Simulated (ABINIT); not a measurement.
## A GW chain in ABINIT: BP (F-43m)

Aim: the G0W0 gap of BP (F-43m) on PBE, step by step.

Calculated with ABINIT 10.8.3; PBE and many-body steps on it, plane waves.

**1. Set-up**

The structure is cubic, space group F-43m (No. 216). The conventional cell has a = 4.538 Å, b = 4.538 Å, c = 4.538 Å, α = 90.00°, β = 90.00°, γ = 90.00°. Nearest to B lie 4 P at 1.97 Å. Nearest to P lie 4 B at 1.97 Å. Farther neighbours are not listed.

The cell and positions come from the Crystallography Open Database and are kept as given unless a step says otherwise.

**2. Ground state**

This step: ABINIT 10.8.3; DFT, PBE, plane waves, norm-conserving pseudopotentials.

The ground-state density comes first.

Input file run.abi:

```
acell 3*1.0 Angstrom
rprim 
  0.000000000000 2.269000000000 2.269000000000
  2.269000000000 0.000000000000 2.269000000000
  2.269000000000 2.269000000000 0.000000000000
ntypat 2
znucl 5 15
natom 2
typat 1 2
xred 
  0.000000000000 0.000000000000 0.000000000000
  0.250000000000 0.250000000000 0.250000000000
pp_dirpath "pseudos"
pseudos "B.upf, P.upf"
ecut 34
ngkpt 8 8 8
nshiftk 1
shiftk 0 0 0
kptopt 1
chksymbreak 0
nband 9
occopt 1
tolvrs 1e-10
nstep 60
prtwf 0
optforces 0
optstress 0
indata_prefix "in"
outdata_prefix "out"
tmpdata_prefix "tmp"
```

The run is started by

```bash
> OMP_NUM_THREADS=1 mpirun -n 4 abinit run.abi > log
```

Numbers of over 12 decimals in the logs are rounded to 6 here.

Output:

```text
.Version 10.8.3 of ABINIT. v10.8.2 released Aug 2026.

 Symmetries : space group F-4 3 m (#216); Bravais cF (face-center cubic)
================================================================================
 Values of the parameters that define the memory need of the present run
     intxc =       0    ionmov =       0      iscf =       7    lmnmax =       6
     lnmax =       6     mgfft =      32  mpssoang =       3    mqgrid =    3001
     natom =       2  nloc_mem =       1    nspden =       1   nspinor =       1
    nsppol =       1      nsym =      24    n1xccc =    2501    ntypat =       2
    occopt =       1   xclevel =       2
-    mband =           9        mffmem =           1         mkmem =           8
       mpw =        1506          nfft =       32768          nkpt =          29
================================================================================
  Rough estimation (10% accuracy) of disk space for files :
================================================================================

--------------------------------------------------------------------------------
------------- Echo of variables that govern the present computation ------------
--------------------------------------------------------------------------------
 -outvars: echo values of preprocessed input variables --------
            acell      1.8897261259E+00  1.8897261259E+00  1.8897261259E+00 Bohr

      chksymbreak           0
             ecut      3.40000000E+01 Hartree
-          fftalg         312

              ixc     -101130
              kpt      0.00000000E+00  0.00000000E+00  0.00000000E+00
                       1.25000000E-01  0.00000000E+00  0.00000000E+00
                       2.50000000E-01  0.00000000E+00  0.00000000E+00
                       3.75000000E-01  0.00000000E+00  0.00000000E+00
                       5.00000000E-01  0.00000000E+00  0.00000000E+00
                       1.25000000E-01  1.25000000E-01  0.00000000E+00
                       2.50000000E-01  1.25000000E-01  0.00000000E+00
                       3.75000000E-01  1.25000000E-01  0.00000000E+00
                       5.00000000E-01  1.25000000E-01  0.00000000E+00
   [... 18 further rows ...]
                      -3.75000000E-01  5.00000000E-01  1.25000000E-01
                      -2.50000000E-01  5.00000000E-01  2.50000000E-01
         kptrlatt        8    0    0      0    8    0      0    0    8
          kptrlen      4.85107901E+01
P           mkmem           8
            natom           2
            nband           9
            ngfft          32      32      32
             nkpt          29
            nstep          60
             nsym          24
           ntypat           2
              occ      2.000000  2.000000  2.000000  2.000000  0.000000  0.000000
[...]
optforces           0
        optstress           0
            prtwf           0
            rprim      0.0000000000E+00  2.2690000000E+00  2.2690000000E+00
[...]
spgroup         216

           tolvrs      1.00000000E-10

             xred      0.0000000000E+00  0.0000000000E+00  0.0000000000E+00
[...]
znucl        5.00000   15.00000

================================================================================

 chkinp: Checking input parameters for consistency.

================================================================================
== DATASET  1 ==================================================================
-   mpi_nproc: 4, omp_nthreads: 1 (-1 if OMP is not activated)

--- !DatasetInfo
iteration_state: {dtset: 1, }
dimensions: {natom: 2, nkpt: 29, mband: 9, nsppol: 1, nspinor: 1, nspden: 1, mpw: 1506, }
cutoff_energies: {ecut:  34.0, pawecutdg:  -1.0, }
electrons: {nelect:   8.00000000E+00, charge:   0.00000000E+00, occopt:   1.00000000E+00, tsmear:   1.00000000E-02, }

 Real(R)+Recip(G) space primitive vectors, cartesian coordinates (Bohr,Bohr^-1):
 R(1)=  0.0000000  4.2877886  4.2877886  G(1)= -0.1166102  0.1166102  0.1166102
 R(2)=  4.2877886  0.0000000  4.2877886  G(2)=  0.1166102 -0.1166102  0.1166102
 R(3)=  4.2877886  4.2877886  0.0000000  G(3)=  0.1166102  0.1166102 -0.1166102
 Unit cell volume ucvol=  1.5766311E+02 bohr^3
 Angles (23,13,12)=  6.00000000E+01  6.00000000E+01  6.00000000E+01 degrees

 getcut: wavevector=  0.0000  0.0000  0.0000  ngfft=  32  32  32
         ecut(hartree)=     34.000   => boxcut(ratio)=   2.01047

--- Pseudopotential description ------------------------------------------------
- B Generated using ONCVPSP code by D. R. Hamann
-  5.00000   3.00000  171031                  znucl, zion, pspdat
12 -101130 1 -1 1534                          pspcod,pspxc,lmax,lloc,mmax
     nproj     2     2     0
  pspatm : epsatm=    3.38844616
         --- l  ekb(1:nproj) -->
[...]
pspatm: atomic psp has been read  and splines computed

- P Generated using ONCVPSP code by D. R. Hamann
- 15.00000   5.00000  171031                  znucl, zion, pspdat
12 -101130 2 -1 1298                          pspcod,pspxc,lmax,lloc,mmax
     nproj     2     2     2
  pspatm : epsatm=    8.05910421
         --- l  ekb(1:nproj) -->
[...]
2   -3.154982   -0.827415
 pspatm: atomic psp has been read  and splines computed

   9.15804030E+01                                ecore*ucvol(ha*bohr**3)
--------------------------------------------------------------------------------

_setup2: Arith. and geom. avg. npw (full set) are    1493.475    1493.449

================================================================================

--- !BeginCycle
iteration_state: {dtset: 1, }
solver: {iscf: 7, nstep: 60, nline: 4, wfoptalg: 0, }
tolerances: {tolvrs: 1.00E-10, }

     iter   Etot(hartree)      deltaE(h)  residm     vres2
 ETOT  1  -9.869870    -9.870E+00 5.216E-02 9.030E+01
 ETOT  2  -9.892252    -2.238E-02 4.815E-03 1.817E+01
 ETOT  3  -9.896686    -4.435E-03 5.351E-03 1.261E-01
 ETOT  4  -9.896710    -2.323E-05 7.433E-03 2.373E-03
 ETOT  5  -9.896710    -1.775E-07 5.378E-03 4.971E-05
 ETOT  6  -9.896710    -3.536E-09 2.331E-03 6.175E-07
 ETOT  7  -9.896710    -5.026E-11 7.999E-04 1.692E-08
 ETOT  8  -9.896710    -9.450E-13 1.683E-04 3.445E-10
 ETOT  9  -9.896710     2.363E-13 6.151E-05 1.548E-12

 At SCF step    9       vres2   =  1.55E-12 < tolvrs=  1.00E-10 =>converged.

--- !ResultsGS
iteration_state: {dtset: 1, }
comment   : Summary of ground state results
lattice_vectors:
- [  0.0000000,   4.2877886,   4.2877886, ]
- [  4.2877886,   0.0000000,   4.2877886, ]
- [  4.2877886,   4.2877886,   0.0000000, ]
lattice_lengths: [   6.06385,    6.06385,    6.06385, ]
lattice_angles: [ 60.000,  60.000,  60.000, ] # degrees, (23, 13, 12)
lattice_volume:   1.5766311E+02
convergence: {deltae:  2.363E-13, res2:  1.548E-12, residm:  6.151E-05, diffor:  0.000E+00, }
etotal    :  -9.89670974E+00
entropy   :   0.00000000E+00
fermie    :   2.67006735E-01
cartesian_stress_tensor: null
pressure_GPa: null
xred      :
- [  0.0000E+00,   0.0000E+00,   0.0000E+00,  B]
- [  2.5000E-01,   2.5000E-01,   2.5000E-01,  P]
cartesian_forces: null
force_length_stats: {min: null, max: null, mean: null, }

 Integrated electronic density in atomic spheres:
 ------------------------------------------------
 Atom  Sphere_radius  Integrated_density
    1        2.00000          2.70990900
    2        2.00000          2.92263652
================================================================================

 ----iterations are completed or convergence reached----

 Mean square residual over all n,k,spin=   47.057E-08; max=  61.505E-06
 reduced coordinates (array xred) for    2 atoms
       0.000000000000      0.000000000000      0.000000000000
       0.250000000000      0.250000000000      0.250000000000
 rms dE/dt=  0.0000E+00; max dE/dt=  0.0000E+00; dE/dt below (all hartree)
    1       0.000000000000      0.000000000000      0.000000000000
    2       0.000000000000      0.000000000000      0.000000000000

 cartesian coordinates (angstrom) at end:
    1      0.000000     0.000000     0.000000
    2      1.134500     1.134500     1.134500
 length scales=  1.889726125908  1.889726125908  1.889726125908 bohr
              =  1.000000000000  1.000000000000  1.000000000000 angstroms
 prteigrs : about to open file out_EIG
 Fermi (or HOMO) energy (hartree) =   0.26701   Average Vxc (hartree)=  -0.39956
 Eigenvalues (hartree) for nkpt=  29  k points:
 kpt#   1, nband=  9, wtk=  0.00195, kpt=  0.0000  0.0000  0.0000 (reduced coord)
  -0.30111    0.26701    0.26701    0.26701    0.39220    0.39220    0.39220    0.53740
   0.69048
 prteigrs : prtvol=0 or 1, do not print more k-points.

--- !EnergyTerms
iteration_state     : {dtset: 1, }
comment             : Components of total free energy in Hartree
kinetic             :  4.64395738634320E+00
hartree             :  6.30836753486012E-01
xc                  : -3.32226206940715E+00
Ewald energy        : -1.04916197636976E+01
psp_core            :  5.80861330051174E-01
local_psp           : -2.96903600272399E+00
non_local_psp       :  1.03055262904093E+00
total_energy        : -9.89670973690742E+00
total_energy_eV     : -2.69303191215349E+02
band_energy         :  2.27567509801290E-01

== END DATASET(S) ==============================================================
================================================================================

 -outvars: echo values of variables after computation  --------
           etotal     -9.8967097369E+00
            nband           9
             nkpt          29
          spgroup         216
 [... the other variables as echoed above ...]

 Calculation completed.
```

Wall time 4.1 s (4 MPI ranks of Arm Neoverse V1, shared host); peak memory 0.25 GiB; 16 s of CPU time.

This step gave:

| Item | Value |
| --- | --- |
| total energy | -269.3032 eV |
| gap | 1.280 eV |
| k of the valence top | 0, 0, 0 |
| k of the conduction bottom | 0.375, 0.375, 0 |
| least direct gap | 3.407 eV |

The gap is indirect, with the least direct gap 2.13 eV higher.

[end of part 1 of 3]

[Paths, hosts, dates, memory and timing lines, banners, echoed tables and standing remarks are left out of the program output.]

[Logs are printed without paths, hosts, clocks, repeated set-up lines and the standing remarks that a program may print on its own settings, such as how far it seeks lower states.]

[Runs of the session that timed out or met a known fault of the program may be left out.]

[Hosts, paths, dates, database ids (printed as entryN), source tags and the programs' standing remarks are cut or masked in the printed files.]

[G0W0 gaps are taken among the corrected bands and points alone; a level outside them can change the order at an edge.]

[Where Ansatz stands beside ABINIT at settings called matched, ABINIT's density can come from a denser mesh and the files from another edition; pairs whose starting gaps differed by over 0.03 eV were left out, so agreement reads better than it is.]
